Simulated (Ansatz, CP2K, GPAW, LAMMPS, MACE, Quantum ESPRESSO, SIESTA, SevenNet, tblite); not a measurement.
# Running amorphous 57SiO2-30PbO-13Na2O (mol %) (62 atoms) with tblite

Wanted: tblite inputs and outputs for amorphous 57SiO2-30PbO-13Na2O (mol %) (62 atoms), checked against a plane-wave reference.

Program: tblite 0.8.0. Level of theory: the method is named at each step. Results are calculated unless marked as measured.

**1. The starting structure**

The cell holds 62 atoms: 13 Si, 7 Pb, 6 Na and 36 O. Its edges and angles: a = 9.392 Å, b = 9.392 Å, c = 9.392 Å, α = 90.0°, β = 90.0°, γ = 90.0°. 62 atoms (13 Si, 7 Sr, 6 Na, 36 O) placed at random at 3.47 g/cm³, melted at 5000 K for 10 ps at fixed volume with the Morse and Coulomb pair potential with partial charges (Pedone, Malavasi, Menziani, Cormack and Segre, J. Phys. Chem. B 110, 11780 (2006)). Quenched from 5000 K to 300 K at 10 K/ps and fixed volume, held 5 ps, then minimised at fixed cell. Then Sr was replaced by Pb and the cell scaled by 1.008 (the potential has no terms for the new elements, so the cell is a start for a DFT relaxation).

The yardstick, on the same geometry:

```
method                                           : Kohn-Sham DFT, PBE, PAW, plane waves (Ansatz 0.2.0); cutoff 420 eV, Γ point, fermi-dirac smearing of 0.05 eV; PAW set soft_2
r.m.s. force component                           : 0.8898 eV/Å
longest force                                    : 2.929 eV/Å
pressure                                         : 6.803 GPa
gap (highest filled to lowest empty level) : 2.603 eV
SCF cycles                                       : 9
time                                             : 3.8 s on 8 threads of Arm Neoverse V2, shared host
CPU time                                         : 26 s
```

**2. IPEA1-xTB**

Method: IPEA1-xTB tight binding, diagonalisation.

The input, run.py:

```python
import numpy as np
from ase.io import read
from tblite.ase import TBLite

atoms = read("structure.xyz")
atoms.calc = TBLite(method="IPEA1-xTB", electronic_temperature=580, accuracy=1.0, max_iterations=250, mixer_damping=0.4, verbosity=1)
energy = atoms.get_potential_energy()
forces = atoms.get_forces()
print(f"energy {energy:.6f} eV")
print("forces (eV/A)")
for i, (a, f) in enumerate(zip(atoms, forces)):
    print(f"{i:4d} {a.symbol:2s} {f[0]:10.5f} {f[1]:10.5f} {f[2]:10.5f}")
stress = -atoms.get_stress(voigt=False) * 160.21766
print("stress (GPa, compression positive)")
for row in stress:
    print(" ".join(f"{x:10.4f}" for x in row))
print("charges (e)")
print(np.array2string(atoms.get_charges(), precision=4, suppress_small=True, max_line_width=110, threshold=100000))
```

The input, structure.xyz:

```xyz
62
Lattice="9.39214 0.00000 0.00000 0.00000 9.39214 0.00000 0.00000 0.00000 9.39214" Properties=species:S:1:pos:R:3 pbc="T T T"
Si 0.84717 4.37646 6.57318
Si 0.47158 0.07542 1.37585
Si 4.64113 8.11857 6.28259
Si 7.98933 4.63126 4.49592
Si 8.31298 2.51005 2.12845
Si 0.78349 4.17002 0.29163
Si 6.82020 0.69154 5.92785
Si 4.63530 5.48069 1.86349
Si 9.06830 9.31062 7.84826
Si 5.12041 5.00272 5.87685
Si 5.68300 0.80895 1.21027
Si 3.50289 0.32037 3.75141
Si 3.10100 3.58648 3.93249
Pb 6.79775 7.76176 3.14505
Pb 6.42441 6.77032 8.67336
Pb 0.57508 1.44554 4.85142
Pb 1.92877 7.03509 8.46664
Pb 1.58708 6.59112 3.27579
Pb 2.99450 1.33941 7.85042
Pb 7.12244 2.99262 8.27523
Na 8.41827 6.08827 1.65950
Na 0.15967 7.50592 5.60532
Na 2.92105 1.86509 1.50753
Na 3.99222 3.80570 8.77367
Na 3.85322 8.08428 0.77072
Na 5.76527 2.59927 3.86139
O 3.21577 1.95150 3.95071
O 3.95146 8.34360 7.65985
O 6.92013 1.76741 1.72740
O 1.69434 3.05029 6.48865
O 0.33774 4.52701 8.14590
O 6.20266 8.64819 6.39548
O 1.02553 9.33269 6.99714
O 8.05188 3.40211 3.43039
O 3.95710 4.19735 5.13863
O 4.03928 4.09122 2.58387
O 9.10192 8.24085 1.94793
O 1.51157 5.76396 6.21149
O 4.94994 1.67612 0.11195
O 4.14794 9.05102 5.05513
O 1.93196 9.21932 0.79148
O 6.14697 8.78109 0.76424
O 4.01918 5.80481 0.42143
O 1.94182 3.13256 0.18343
O 8.80861 4.10606 5.79101
O 6.43211 4.82061 4.91002
O 9.10314 0.56606 9.31156
O 2.09360 9.06473 3.57418
O 0.13459 1.43587 2.28398
O 8.65185 7.78458 7.94030
O 8.79170 3.49604 0.92982
O 1.63188 4.00424 3.70689
O 8.51426 6.04469 4.05421
O 8.06503 0.90784 6.98146
O 4.74388 6.58135 5.91479
O 1.08986 5.53009 1.00571
[... 2 atom lines left out ...]
O 6.23093 5.43326 1.67086
O 5.83318 1.87683 6.09888
O 5.57104 4.67484 7.36325
O 4.63991 0.47599 2.52170
```

Launch:

```
OMP_NUM_THREADS=1 python run.py > output.txt
```

What it wrote:

```text
------------------------------------------------------------
  cycle        total energy    energy error   density error
------------------------------------------------------------
      1     -193.9700777369  -1.9474560E+02   8.5952362E-01
      2     -201.2432381199  -7.2731604E+00   6.8173636E-01
      3     -208.3964550349  -7.1532169E+00   4.5514751E-01
      4     -209.8057045232  -1.4092495E+00   2.2333439E-01
      5     -211.0754735933  -1.2697691E+00   8.8017788E-02
      6     -211.3317162175  -2.5624262E-01   2.8972313E-02
      7     -211.3452336688  -1.3517451E-02   1.3275337E-02
      8     -211.3463255773  -1.0919085E-03   4.7047039E-03
      9     -211.3467352297  -4.0965239E-04   1.4084150E-03
     10     -211.3468146368  -7.9407100E-05   5.0231077E-04
     11     -211.3468240259  -9.3890683E-06   2.8819067E-04
     12     -211.3468254587  -1.4327996E-06   1.7087063E-04
     13     -211.3468258358  -3.7713966E-07   6.9227359E-05
     14     -211.3468258844  -4.8625878E-08   2.3178485E-05
     15     -211.3468258923  -7.8509004E-09   1.0457563E-05
------------------------------------------------------------
 total:                                   2.886 sec
energy -5751.040064 eV
forces (eV/A)
   0 Si   -0.13583    0.26384    0.46135
   1 Si    0.52309    0.70554   -0.97360
   2 Si    1.26100    0.40360    0.26173
   3 Si   -0.31083    0.20755    0.50292
   4 Si   -0.44470   -0.22525   -0.36421
   5 Si   -0.02940   -0.33970   -0.12706
   6 Si    0.35435    0.75278   -0.32062
   7 Si   -0.09660   -0.03676   -0.09452
   8 Si   -0.24967   -0.26160   -0.51382
   9 Si    0.47040   -0.34087    0.28502
  10 Si   -0.65738    0.49832    0.64734
  11 Si    1.26474    1.19856   -1.00620
  12 Si    0.47744   -0.52405   -1.93296
  13 Pb    0.41387    1.34511   -0.52998
  14 Pb   -0.00098    0.62639    1.16507
  15 Pb    0.55933   -0.95770    0.43045
  16 Pb   -0.41612   -0.31753   -0.71577
  17 Pb   -0.15301   -0.70920   -1.36716
  18 Pb   -1.34029   -1.03048   -0.14835
  19 Pb   -1.39314   -0.19896   -1.25615
  20 Na    0.74047   -1.40757   -0.77921
  21 Na   -0.39576    0.29842    0.95809
  22 Na   -0.37854   -0.02614    0.63451
  23 Na    0.48420    1.32186    0.18190
[...]
54 O    -0.31553   -0.63482   -0.75853
  55 O     0.54449    1.93131    1.64393
  56 O     0.79013   -0.45132   -1.91839
  57 O    -0.71699    1.21299    0.75797
  58 O     1.42665    0.55459   -0.35446
  59 O    -0.90003    1.95501    0.88680
  60 O     0.24757   -0.98451    0.95402
  61 O    -0.48796   -0.19710    0.24727
stress (GPa, compression positive)
   -3.4781    -1.3311     1.2308
   -1.3311    -3.8896     1.1401
    1.2308     1.1401    -3.3586
charges (e)
[ 0.3572  0.3636  0.3776  0.3724  0.4147  0.3449  0.3394  0.2777  0.328   0.3734  0.3544  0.3667  0.3489
  0.6897  0.6879  0.7638  0.6693  0.6675  0.6842  0.7373  0.1654  0.1784  0.2045  0.2267  0.2316  0.0743
 -0.2407 -0.3204 -0.216  -0.3349 -0.2659 -0.2554 -0.3399 -0.2183 -0.1915 -0.2504 -0.3329 -0.3617 -0.3417
 -0.2054 -0.3653 -0.3175 -0.3788 -0.3693 -0.2261 -0.225  -0.2623 -0.3308 -0.2181 -0.3555 -0.2213 -0.3196
 -0.342  -0.2395 -0.2187 -0.3238 -0.3448 -0.3629 -0.374  -0.3623 -0.3293 -0.2372]
```

The job ended after 3.4 s (1 thread of Arm Neoverse V2, shared host; peak memory 0.11 GiB).

Banners, paths, timers and routine set-up lines are dropped from the logs unmarked, and long logs keep their key lines alone; longer cuts are marked.

Compared with the plane-wave run:

```
r.m.s. force component                  : 0.8342 eV/Å
r.m.s. difference of force components   : 503.3 meV/Å
longest difference of force vectors     : 1928 meV/Å
force difference over r.m.s. force      : 56.56 %
slope of forces against the reference's : 0.7795
correlation of force components         : 0.8315
pressure                                : -3.575 GPa
pressure difference                     : -10.38 GPa
```

Length of the force difference by element (eV/Å):

```
element  atoms  mean  most
     Na      6  0.69   1.1
      O     36  0.53   1.0
     Pb      7   1.1   1.5
     Si     13   1.2   1.9
```

Local excerpt of 12 atoms (numbers count through the whole input) about Na21, one of the 6 Na atoms; x, y, z are measured from there.

```
atom      x      y      z  distance (Å)  Mulliken charge (e)     Fx     Fy  Fz (eV/Å)
Na21   0.00   0.00   0.00          0.00                 0.17   0.74  -1.41      -0.78
 O56   2.06  -0.56  -0.65          2.24                -0.32   0.54   1.93       1.64
 O37   0.68   2.15   0.29          2.28                -0.33  -1.09  -1.87       1.50
 O59  -2.19  -0.66   0.01          2.28                -0.37   1.43   0.55      -0.35
 O53   0.10  -0.04   2.39          2.40                -0.34   0.33   1.28      -1.48
 O51   0.37  -2.59  -0.73          2.72                -0.22  -0.58   0.22       0.01
Pb14  -1.62   1.67   1.49          2.76                 0.69   0.41   1.35      -0.53
 Si6   1.76  -1.92  -1.37          2.94                 0.34  -0.03  -0.34      -0.13
Pb18   2.56   0.50   1.62          3.07                 0.67  -0.15  -0.71      -1.37
Pb15  -1.99   0.68  -2.38          3.18                 0.69   0.00   0.63       1.17
 Si4  -0.43  -1.46   2.84          3.22                 0.37  -0.31   0.21       0.50
 O34  -0.37  -2.69   1.77          3.24                -0.22  -0.13   0.05      -0.05
```

Atoms are counted from 1 here, from 0 in the log.

Forces lie 57 % from the reference's, at 0.13 times its CPU time (on 1 against 8 cores).

**3. GFN1-xTB**

Method: GFN1-xTB tight binding, diagonalisation.

run.py, as its differences from that of step 2:

```diff
@@ -5,3 +5,3 @@
 atoms = read("structure.xyz")
-atoms.calc = TBLite(method="IPEA1-xTB", electronic_temperature=580, accuracy=1.0, max_iterations=250, mixer_damping=0.4, verbosity=1)
+atoms.calc = TBLite(method="GFN1-xTB", electronic_temperature=580, accuracy=1.0, max_iterations=250, mixer_damping=0.4, verbosity=1)
 energy = atoms.get_potential_energy()
```

structure.xyz is that of step 2.

What it wrote:

```text
------------------------------------------------------------
  cycle        total energy    energy error   density error
------------------------------------------------------------
      1     -190.7596996809  -1.9151670E+02   1.0736438E+00
      2     -188.5826450377   2.1770546E+00   8.3491550E-01
      3     -203.3234043688  -1.4740759E+01   5.4379194E-01
      4     -206.1322039401  -2.8087996E+00   4.2011805E-01
      5     -207.9914588492  -1.8592549E+00   2.7441498E-01
      6     -209.8460157444  -1.8545569E+00   4.8071479E-02
[...]
14     -209.9168957051  -8.7688915E-07   8.3328770E-05
     15     -209.9168958392  -1.3414285E-07   2.4212410E-05
     16     -209.9168958503  -1.1089440E-08   8.4002502E-06
------------------------------------------------------------
 total:                                   2.215 sec
energy -5712.129686 eV
forces (eV/A)
   0 Si   -0.08864    0.55580    0.64360
   1 Si    0.59129    0.45218   -1.53362
   2 Si    1.48344    0.56073   -0.12072
   3 Si   -0.50266    0.08758    0.52836
   4 Si   -0.64139   -0.23255   -0.37552
   5 Si    0.25358   -0.45755   -0.55687
[...]
59 O    -0.63308    1.80608    1.07125
  60 O     0.49481   -1.06074    1.18163
  61 O    -0.25069   -0.18730    0.21046
stress (GPa, compression positive)
    5.9796    -0.9935     1.2859
   -0.9935     6.0619     1.1446
    1.2859     1.1446     6.5260
charges (e)
[ 0.4392  0.4598  0.4559  0.4787  0.5153  0.4462  0.424   0.4     0.4317  0.4779  0.4566  0.4769  0.4681
  0.8382  0.821   0.8799  0.8409  0.8302  0.8187  0.8714  0.1569  0.1538  0.2502  0.2069  0.2182  0.23
 -0.2955 -0.4164 -0.2638 -0.4059 -0.3295 -0.3134 -0.439  -0.2479 -0.2286 -0.3003 -0.4268 -0.4323 -0.4234
 -0.2537 -0.4515 -0.3885 -0.4697 -0.4273 -0.2934 -0.2711 -0.3134 -0.4012 -0.2644 -0.4287 -0.2807 -0.4034
 -0.4153 -0.2993 -0.2592 -0.3928 -0.4369 -0.4553 -0.46   -0.4503 -0.4098 -0.2977]
```

Wall time 2.7 s (1 thread); peak memory 0.11 GiB.

Against the reference:

```
r.m.s. force component                  : 0.8126 eV/Å
r.m.s. difference of force components   : 441.2 meV/Å
longest difference of force vectors     : 1907 meV/Å
force difference over r.m.s. force      : 49.58 %
slope of forces against the reference's : 0.7941
correlation of force components         : 0.8695
pressure                                : 6.189 GPa
pressure difference                     : -0.6139 GPa
```

Against the first run (57 %), the force difference from the reference is 50 %, at 0.80 times the CPU time.

**4. The ladder**

Differences are against the plane-wave reference, forces as r.m.s. over components; share is that over the reference's r.m.s. force, slope the least-squares factor from reference forces to these. Total energies of different programs have different zeros and aren't compared.

```
             run  Δ force, r.m.s. (meV/Å)  share (%)  slope  Δ pressure (GPa)  cores  CPU time  memory (GiB)
       reference                        -          -      -                 -      8      26 s           1.0
tblite IPEA1-xTB                      503       56.6  0.779             -10.4      1     3.4 s          0.11
 tblite GFN1-xTB                      441       49.6  0.794            -0.614      1     2.7 s          0.11
```

CPU time is summed over cores on a shared host, where runs went side by side, so it is rough. Symmetry, cutoffs, thresholds, outputs and thread counts weren't matched or tuned between programs; memory under MPI is the largest rank's times the ranks.

Mean charges by element (e), by run and scheme:

```
             run    scheme     Si     Pb     Na      O
       reference    Löwdin  +1.67  +1.07  +0.77  -0.84
tblite IPEA1-xTB  Mulliken  +0.36  +0.70  +0.18  -0.29
 tblite GFN1-xTB  Mulliken  +0.46  +0.84  +0.20  -0.36
```

The reference's Löwdin charges lack the electrons that the projection spills, 0.059 e an atom on average.

**5. Summary of results**

```json
{
  "nearest in forces": "tblite GFN1-xTB, 50 %",
  "its CPU time": "2.7 s"
}
```

**Reading.** Tight binding differs by 50 % (tblite GFN1-xTB) to 57 % (tblite IPEA1-xTB); it is another model, with fitted parameters of its own, and the xTB methods hold dispersion. IPEA1-xTB was fitted to ionisation energies and electron affinities, not to forces or charges. Of the electronic-structure runs that take under half the reference's CPU time, tblite GFN1-xTB comes nearest, at 50 % in 2.7 s against 26 s. Charges hang on model, scheme and program or settings: among these rows the mean for Si runs from +0.36 to +1.67 e. Periodic xTB results under one method name differ between programs and library versions. The quench rate of 10 K/ps is many orders above laboratory rates, so the cell is likely richer in defects and strain than a real sample. The network of bonds at the start is that of the classical potential that made the cell, and needn't be the one that DFT or experiment would give. The reference's pressure of 6.8 GPa belongs to a cell and atoms that aren't relaxed at this level. The electronic-structure runs sample only Γ, in a cell whose shortest periodic width is 9 Å. Spin–orbit coupling is left out, which matters for the levels of the heavy elements.

[Also dropped from logs without a mark: logging warnings of Python, and SIESTA's first energy breakdown and zero terms.]

[Logs are printed without paths, hosts, clocks, repeated set-up lines and the standing remarks that a program may print on its own settings, such as how far it seeks lower states.]

[Hosts, paths, dates, database ids (printed as entryN), source tags and the programs' standing remarks are cut or masked in the printed files.]
